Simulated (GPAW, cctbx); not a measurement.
## Reading charge transfer from structure factors

YBe2P2, I4/mmm (no. 139), a = 3.5453 Å, b = 3.5453 Å, c = 11.8303 Å, α = 90.00°, β = 90.00°, γ = 90.00°.

```csv
atom,mult.,x,y,z
Y1,2,0,0,0
P1,4,1/2,1/2,0.1368
Be1,4,1/2,0,1/4
```

The start was made by putting kin elements into a known structure type; the compound need not exist, or be stable, in this form.

Absolute values of the static structure factors of the conventional cell from DFT (PBE, GPAW) against free spherical atoms, in electrons:

```
hkl  d (Å)  free atoms  crystal
002  5.915       51.21    51.05
101  3.396       35.47    34.91
004  2.958       30.71    30.74
103  2.636       98.01    98.44
110  2.507       94.45    94.17
112  2.308       61.79    61.80
006  1.972       65.44    65.39
105  1.968       71.58    71.42
114  1.912       13.85    14.06
200  1.773       96.70    96.33
```

**Question.** Which way does charge move, and which reflections show it best?

Project each element's phase sum on the total phase. At low angle |F| should rise if density moves to atoms that scatter in phase and fall if it moves to atoms that scatter against it.

| hkl | Y in phase | P in phase | Be in phase | change (e) | (%) |
| --- | --- | --- | --- | --- | --- |
| 002 | +2.0 | -0.6 | -4.0 | -0.16 | -0.3 |
| 101 | +2.0 | -2.6 | 0.0 | -0.56 | -1.6 |
| 004 | +2.0 | -3.8 | +4.0 | +0.03 | +0.1 |
| 103 | +2.0 | +3.4 | 0.0 | +0.43 | +0.4 |
| 110 | +2.0 | +4.0 | -4.0 | -0.28 | -0.3 |
| 112 | +2.0 | -0.6 | +4.0 | +0.01 | 0.0 |
| 006 | +2.0 | +1.7 | -4.0 | -0.05 | -0.1 |
| 105 | +2.0 | +1.6 | 0.0 | -0.16 | -0.2 |

Low-angle reflections that set elements apart and change by more than 0.05 e: 002, 101, 103, 110, 006 and 105. The real-space density gives Voronoi charges Y +0.26, P -0.19, Be +0.07 e. The signs that these charges predict hold for 002, 101, 103 and 105 and fail for 110 and 006, so the simple rule can't give the direction here. The reflections see the density near the nuclei and the atoms' change of size and shape; Voronoi cells count what crosses the midplanes.

[Outputs are excerpts: Python notices, other lines and further rows are left out; steps that failed or that the build refused (PBEsol, TPSS) are not shown.]

[Logs are printed without paths, hosts, clocks, repeated set-up lines and the standing remarks that a program may print on its own settings, such as how far it seeks lower states.]
